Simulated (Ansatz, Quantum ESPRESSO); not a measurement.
# CsH (Fm-3m): phonons by linear response, part 3 of 4

How does CsH (Fm-3m) vibrate, and is this structure a minimum?

Quantum ESPRESSO 7.5; DFT LDA, scalar-relativistic, plane waves, PseudoDojo norm-conserving pseudopotentials.

So far, highest frequency (cm⁻¹): step 7 (interpolated phonon bands) 740. The relaxed cell has a = 6.094 Å (conventional setting).

The database entry behind the starting cell differs from later determinations by our own check (0.1 to 0.3 % short, probably kX units), so it need not match the best structure at ambient conditions.

**8. Density of states**

Sums over the zone need many more wavevectors than were solved, so the interpolation is sampled on a dense mesh.

The input, matdyn.in:

```
&input
   asr = 'crystal'
   flfrc = 'x.fc'
   dos = .true.
   fldos = 'x.dos'
   nk1 = 13
   nk2 = 13
   nk3 = 13
   deltaE = 1.0
/
```

Started as:

```sh
$ matdyn.x -in matdyn.in > matdyn.out
```

Numbers of over 12 decimals in the logs are rounded to 6 here.

The program printed:

```text
[banner, memory and clock lines left out]
Program MATDYN v.7.5

 mass for atomic type   1 not given; uses mass from file x.fc
 mass for atomic type   2 not given; uses mass from file x.fc
 Norm of the difference between old and new effective charges:    9.519e-17

 Norm of the difference between old and new force-constants:   3.6079e-06
```

Run time: 3.8 s. Hardware: 1 thread of Intel Xeon 6975P-C (Granite Rapids), shared host.

This step gave:

```yaml
share_of_modes_beyond_3i_cm_minus1_on_the_dense_interpolated_mesh: 0
zero_point_energy_per_atom: 56.78 meV
heat_capacity_at_300_k: 19.41 J/(mol atoms K)
vibrational_entropy_at_300_k: 35.84 J/(mol atoms K)
```

The phonon density of states has structure finer than the step of the table below, so its rows give means over 25 cm⁻¹, whole bins alone (the curve runs from 0 to 740 cm⁻¹). Peaks (cm⁻¹: height): total 40.0: 0.151, 60.0: 0.102, 520.0: 0.0412; Cs 40.0: 0.151, 60.0: 0.102; H 520.0: 0.0411, 724.0: 0.0111.

Tetrahedra. Phonon density of states against wavenumber; means over each step; values in 1/cm⁻¹/cell:

| wavenumber (cm⁻¹) | total | Cs | H |
| --- | --- | --- | --- |
| 25 | 0.0349 | 0.0347 | 1.2e-4 |
| 50 | 0.0807 | 0.0806 | 1.1e-4 |
| 75 | 0.00390 | 0.00390 | 2.1e-6 |
| 100 | 0 | 0 | 0 |
| 125 | 0 | 0 | 0 |
| 150 | 0 | 0 | 0 |
| 175 | 0 | 0 | 0 |
| 200 | 0 | 0 | 0 |
| 225 | 0 | 0 | 0 |
| 250 | 0 | 0 | 0 |
| 275 | 0 | 0 | 0 |
| 300 | 0 | 0 | 0 |
| 325 | 0 | 0 | 0 |
| 350 | 0 | 0 | 0 |
| 375 | 0 | 0 | 0 |
| 400 | 0 | 0 | 0 |
| 425 | 0 | 0 | 0 |
| 450 | 1.4e-4 | 5.0e-7 | 1.4e-4 |
| 475 | 0.00315 | 1.6e-5 | 0.00314 |
| 500 | 0.0168 | 5.9e-5 | 0.0167 |
| 525 | 0.0341 | 6.8e-5 | 0.0341 |
| 550 | 0.0280 | 4.7e-5 | 0.0279 |
| 575 | 0.00522 | 2.3e-6 | 0.00521 |
| 600 | 0.00401 | 0 | 0.00401 |
| 625 | 0.00444 | 0 | 0.00443 |
| 650 | 0.00489 | 0 | 0.00488 |
| 675 | 0.00564 | 3.8e-6 | 0.00564 |
| 700 | 0.00698 | 1.1e-5 | 0.00697 |
| 725 | 0.00647 | 1.7e-5 | 0.00645 |

Harmonic thermodynamic functions per atom, summed over the density of states scaled to three modes an atom; melting is ignored. Thermodynamic functions:

| T (K) | F_vib (meV/atom) | S (J/mol-atom/K) | C_V (J/mol-atom/K) |
| --- | --- | --- | --- |
| 0 | 56.78 | 0 | 0 |
| 50 | 54.4 | 10.95 | 10.91 |
| 100 | 46.44 | 19.03 | 12.34 |
| 200 | 21.4 | 28.63 | 16.08 |
| 300 | -12.15 | 35.84 | 19.41 |
| 400 | -52.44 | 41.71 | 21.35 |
| 500 | -98.27 | 46.61 | 22.48 |
| 600 | -148.8 | 50.77 | 23.16 |
| 700 | -203.3 | 54.38 | 23.6 |
| 800 | -261.4 | 57.55 | 23.9 |
| 900 | -322.5 | 60.38 | 24.11 |
| 1000 | -386.4 | 62.92 | 24.26 |

At 300 K the heat capacity has reached 78 % of the Dulong-Petit value.

**9. Zone-centre analysis**

A rigid shift of the crystal must cost nothing, but grids and finite bases break this; the acoustic sum rule is imposed before the matrix is diagonalised again. With Born charges the intensities follow, and the static dielectric tensor.

The input, dynmat.in:

```
&input
   fildyn = 'x.dyn1'
   asr = 'simple'
   lperm = .true.
/
```

Started as:

```sh
$ dynmat.x -in dynmat.in > dynmat.out
```

The program printed:

```text
[banner, memory and clock lines left out]
Program DYNMAT v.7.5

     Reading Dynamical Matrix from file x.dyn1
     ...Force constants read
     ...epsilon and Z* read
     A direction for q was not specified:TO-LO splitting will be absent

     Polarizability (A^3 units)
     multiply by 0.531468 for Clausius-Mossotti correction
        11.909149    0.000000    0.000000
         0.000000   11.909149   -0.000000
         0.000000   -0.000000   11.909149

     IR activities are in (D/A)^2/amu units

# mode   [cm-1]    [THz]      IR
    1     -0.00   -0.0000    0.0000
    2     -0.00   -0.0000    0.0000
    3     -0.00   -0.0000    0.0000
    4    452.20   13.5565   30.8613
    5    452.20   13.5565   30.8613
    6    452.20   13.5565   30.8613

Electronic dielectric permittivity tensor (relative, adimensional)
         3.644742    0.000000    0.000000
         0.000000    3.644742   -0.000000
         0.000000   -0.000000    3.644742

 ... with zone-center polar mode contributions
         9.333347    0.000000    0.000000
         0.000000    9.333347    0.000000
         0.000000    0.000000    9.333347
```

It took 0.62 s on 1 thread.

This step gave:

- mean static dielectric constant: 9.333

Zone-centre frequencies as printed; negative means imaginary. Modes:

| mode | frequency (cm⁻¹) |
| --- | --- |
| 1 | 0 |
| 2 | 0 |
| 3 | 0 |
| 4 | 452.2 |
| 5 | 452.2 |
| 6 | 452.2 |

Degenerate modes summed, no LO-TO term. Lines of the infrared spectrum (strongest = 100):

| position (cm⁻¹) | lines merged | label | IR intensity, relative |
| --- | --- | --- | --- |
| 452 | 3 | T1u | 100 |

Static dielectric tensor (ions relaxed, fixed cell):

```
9.33 0.00 0.00
0.00 9.33 0.00
0.00 0.00 9.33
```

The rule moves no optical mode by more than 0.1 cm⁻¹.

**10. Sum rules set otherwise (asr crystal)**

The rule can be imposed in more than one way; the choices should agree where the raw error is small.

The input, dynmat.in:

```
&input
   fildyn = 'x.dyn1'
   asr = 'crystal'
   lperm = .true.
/
```

Started as:

```sh
$ dynmat.x -in dynmat.in > dynmat.out
```

The program printed:

```text
[banner, memory and clock lines left out]
Program DYNMAT v.7.5

     Reading Dynamical Matrix from file x.dyn1
     ...Force constants read
     ...epsilon and Z* read
     Acoustic Sum Rule: || Z*(ASR) - Z*(orig)|| =    5.354854E-03
     Acoustic Sum Rule: ||dyn(ASR) - dyn(orig)||=    1.020469E-05
     A direction for q was not specified:TO-LO splitting will be absent

     Polarizability (A^3 units)
     multiply by 0.531468 for Clausius-Mossotti correction
        11.909149    0.000000    0.000000
         0.000000   11.909149   -0.000000
         0.000000   -0.000000   11.909149

     IR activities are in (D/A)^2/amu units

# mode   [cm-1]    [THz]      IR
    1     -0.00   -0.0000    0.0000
    2     -0.00   -0.0000    0.0000
    3     -0.00   -0.0000    0.0000
    4    452.23   13.5574   30.8613
    5    452.23   13.5574   30.8613
    6    452.23   13.5574   30.8613

Electronic dielectric permittivity tensor (relative, adimensional)
         3.644742    0.000000    0.000000
         0.000000    3.644742   -0.000000
         0.000000   -0.000000    3.644742

 ... with zone-center polar mode contributions
         9.332617   -0.000000   -0.000000
        -0.000000    9.332617    0.000000
        -0.000000    0.000000    9.332617
```

Run time: 0.61 s. Hardware: 1 thread.

Zone-centre frequencies as printed; negative means imaginary. Modes:

| mode | frequency (cm⁻¹) |
| --- | --- |
| 1 | 0 |
| 2 | 0 |
| 3 | 0 |
| 4 | 452.2 |
| 5 | 452.2 |
| 6 | 452.2 |

Against the first rule no mode moves by more than 0.1 cm⁻¹.

**11. Sum rules set otherwise: a sum rule for molecules or wires on a crystal**

This rule also removes rotations, which suits molecules and not a crystal; it is tried to see the harm.

The input, dynmat.in:

```
&input
   fildyn = 'x.dyn1'
   asr = 'zero-dim'
   lperm = .true.
/
```

Started as:

```sh
$ dynmat.x -in dynmat.in > dynmat.out
```

The program printed:

```text
[banner, memory and clock lines left out]
Program DYNMAT v.7.5

     Reading Dynamical Matrix from file x.dyn1
     ...Force constants read
     ...epsilon and Z* read
     Acoustic Sum Rule: || Z*(ASR) - Z*(orig)|| =    2.313627E+00
     Acoustic Sum Rule: ||dyn(ASR) - dyn(orig)||=    4.379810E-02
     A direction for q was not specified:TO-LO splitting will be absent

     Polarizability (A^3 units)
     multiply by 0.531468 for Clausius-Mossotti correction
        11.909149    0.000000    0.000000
         0.000000   11.909149   -0.000000
         0.000000   -0.000000   11.909149

     IR activities are in (D/A)^2/amu units

# mode   [cm-1]    [THz]      IR
    1     -0.00   -0.0000    0.0000
    2     -0.00   -0.0000    0.0000
    3     -0.00   -0.0000    0.0000
    4      0.00    0.0000    0.0000
    5      0.00    0.0000    0.0000
    6    452.23   13.5574   30.8613

Electronic dielectric permittivity tensor (relative, adimensional)
         3.644742    0.000000    0.000000
         0.000000    3.644742   -0.000000
         0.000000   -0.000000    3.644742

 ... with zone-center polar mode contributions
         5.540700   -1.895958   -1.895958
        -1.895958    5.540700    1.895958
        -1.895958    1.895958    5.540700
```

Elapsed: 0.62 s, on 1 thread.

The run ended normally, but on settings that are not sound.

The fault: a sum rule for molecules or wires on a crystal; 2 optical modes are projected out to zero frequency, as if they were rotations, and the static dielectric tensor is spoilt.

For a crystal the rule has to be 'simple' or 'crystal'.

Zone-centre frequencies as printed; negative means imaginary. Modes:

| mode | frequency (cm⁻¹) |
| --- | --- |
| 1 | 0 |
| 2 | 0 |
| 3 | 0 |
| 4 | 0 |
| 5 | 0 |
| 6 | 452.2 |

**12. The LO-TO splitting (1 0 0)**

A longitudinal polar mode sets up a macroscopic field that stiffens it; the term hangs on the direction from which q goes to zero.

The input, dynmat.in:

```
&input
   fildyn = 'x.dyn1'
   asr = 'simple'
   q(1) = 1.0
   q(2) = 0.0
   q(3) = 0.0
/
```

Started as:

```sh
$ dynmat.x -in dynmat.in > dynmat.out
```

The program printed:

```text
[banner, memory and clock lines left out]
Program DYNMAT v.7.5

     Reading Dynamical Matrix from file x.dyn1
     ...Force constants read
     ...epsilon and Z* read

     Polarizability (A^3 units)
     multiply by 0.531468 for Clausius-Mossotti correction
        11.909149    0.000000    0.000000
         0.000000   11.909149   -0.000000
         0.000000   -0.000000   11.909149

     IR activities are in (D/A)^2/amu units

# mode   [cm-1]    [THz]      IR
    1     -0.00   -0.0000    0.0000
    2     -0.00   -0.0000    0.0000
    3     -0.00   -0.0000    0.0000
    4    452.20   13.5565   30.8613
    5    452.20   13.5565   30.8613
    6    723.62   21.6937   30.8613
```

Run time: 0.61 s. Hardware: 1 thread.

Numbers from this step:

```
highest mode moved by the LO-TO term : 723.6 cm⁻¹
```

Zone-centre frequencies as printed; negative means imaginary. Modes:

| mode | frequency (cm⁻¹) |
| --- | --- |
| 1 | 0 |
| 2 | 0 |
| 3 | 0 |
| 4 | 452.2 |
| 5 | 452.2 |
| 6 | 723.6 |

The field moves one mode, from 452 to 724 cm⁻¹; the others stay.

**13. The dispersion under another sum rule (asr no)**

The sum rule corrects the force constants themselves, so it can shift branches at any wavevector, low ones most.

The input, matdyn.in:

```
&input
   asr = 'no'
   flfrc = 'x.fc'
   flfrq = 'x.freq'
   flvec = 'x.modes'
   q_in_band_form = .true.
   q_in_cryst_coord = .true.
/
8
  0.0000000   0.0000000   0.0000000   8  ! GAMMA
 -0.0000000   0.5000000   0.5000000   8  ! X
 -0.0000000   0.6250000   0.3750000   1  ! U
 -0.3750000   0.3750000  -0.0000000   8  ! K
  0.0000000   0.0000000   0.0000000   8  ! GAMMA
 -0.0000000   0.5000000  -0.0000000   8  ! L
 -0.2500000   0.5000000   0.2500000   8  ! W
 -0.0000000   0.5000000   0.5000000   1  ! X
```

Started as:

```sh
$ matdyn.x -in matdyn.in > matdyn.out
```

The program printed:

```text
[banner, memory and clock lines left out]
Program MATDYN v.7.5

 mass for atomic type   1 not given; uses mass from file x.fc
 mass for atomic type   2 not given; uses mass from file x.fc
```

It took 0.63 s on 1 thread.

Numbers from this step:

```yaml
lowest_frequency_on_the_path: 0.8856 cm⁻¹
```

At the labelled points the branches move by no more than 1.0 cm⁻¹.

**14. A changed mass**

Force constants don't depend on the masses, so an isotope effect costs no new response.

The input, matdyn.in:

```
&input
   asr = 'crystal'
   flfrc = 'x.fc'
   flfrq = 'x.freq'
   flvec = 'x.modes'
   q_in_band_form = .true.
   q_in_cryst_coord = .true.
   amass(1) = 132.905
   amass(2) = 2.016
/
8
  0.0000000   0.0000000   0.0000000   8  ! GAMMA
 -0.0000000   0.5000000   0.5000000   8  ! X
 -0.0000000   0.6250000   0.3750000   1  ! U
 -0.3750000   0.3750000  -0.0000000   8  ! K
  0.0000000   0.0000000   0.0000000   8  ! GAMMA
 -0.0000000   0.5000000  -0.0000000   8  ! L
 -0.2500000   0.5000000   0.2500000   8  ! W
 -0.0000000   0.5000000   0.5000000   1  ! X
```

Started as:

```sh
$ matdyn.x -in matdyn.in > matdyn.out
```

The program printed:

```text
[banner, memory and clock lines left out]
Program MATDYN v.7.5

 Norm of the difference between old and new effective charges:    9.519e-17

 Norm of the difference between old and new force-constants:   3.6079e-06
```

Wall time 0.64 s (1 thread).

Read from the output:

```yaml
lowest_frequency_on_the_path: 0 cm⁻¹
```

Matdyn.x, sum rule crystal. The phonon branches at the labelled points (cm⁻¹):

| point | branch 1 | branch 2 | branch 3 | branch 4 | branch 5 | branch 6 |
| --- | --- | --- | --- | --- | --- | --- |
| Γ | 0 | 0 | 0 | 321 | 321 | 514 |
| halfway | 24 | 24 | 57 | 361 | 361 | 471 |
| X | 27 | 27 | 57 | 335 | 335 | 367 |
| halfway | 31 | 36 | 56 | 341 | 353 | 373 |
| U | 37 | 49 | 51 | 354 | 386 | 395 |
| jump to K | 37 | 49 | 51 | 354 | 386 | 395 |
| halfway | 30 | 39 | 53 | 362 | 385 | 501 |
| Γ | 0 | 0 | 0 | 321 | 321 | 514 |
| halfway | 33 | 33 | 46 | 363 | 363 | 518 |
| L | 42 | 42 | 64 | 401 | 401 | 523 |
| halfway | 42 | 45 | 58 | 378 | 391 | 464 |
| W | 45 | 45 | 48 | 376 | 379 | 379 |
| halfway | 34 | 40 | 54 | 354 | 356 | 376 |
| X | 27 | 27 | 57 | 335 | 335 | 367 |

The phonon branches as a text plot (rows in cm⁻¹):

```
    512 |****                    ********************
    490 |    *                ***                    *
    469 |     **            **                        *
    447 |       **                                     *
    425 |                  *
    403 |         *       ******                ******  **
    381 |          **  ****     *            ***     **********
    360 |    ******  **************         *           **  ** **
    338 |  **      ******          ***   ***                  ***
    316 |**                          ****
    294 |
    272 |
    251 |
    229 |
    207 |
    185 |
    163 |
    142 |
    120 |
     98 |
     76 |
     54 |    **********************         *********************
     33 |  ** ***********************    ****************  ******
     11 |*****                     ********
         Γ           X  U|K            Γ         L        W     X
```

The top of the path falls from 740 to 523 cm⁻¹, a ratio of 0.71; a mode of that atom alone would give 0.71.

[end of part 3 of 4]

[Host names and launcher messages were left out of these logs when they were recorded.]

[Logs are printed without paths, hosts, clocks, repeated set-up lines and the standing remarks that a program may print on its own settings, such as how far it seeks lower states.]

[Hosts, paths, dates, database ids (printed as entryN), source tags and the programs' standing remarks are cut or masked in the printed files.]
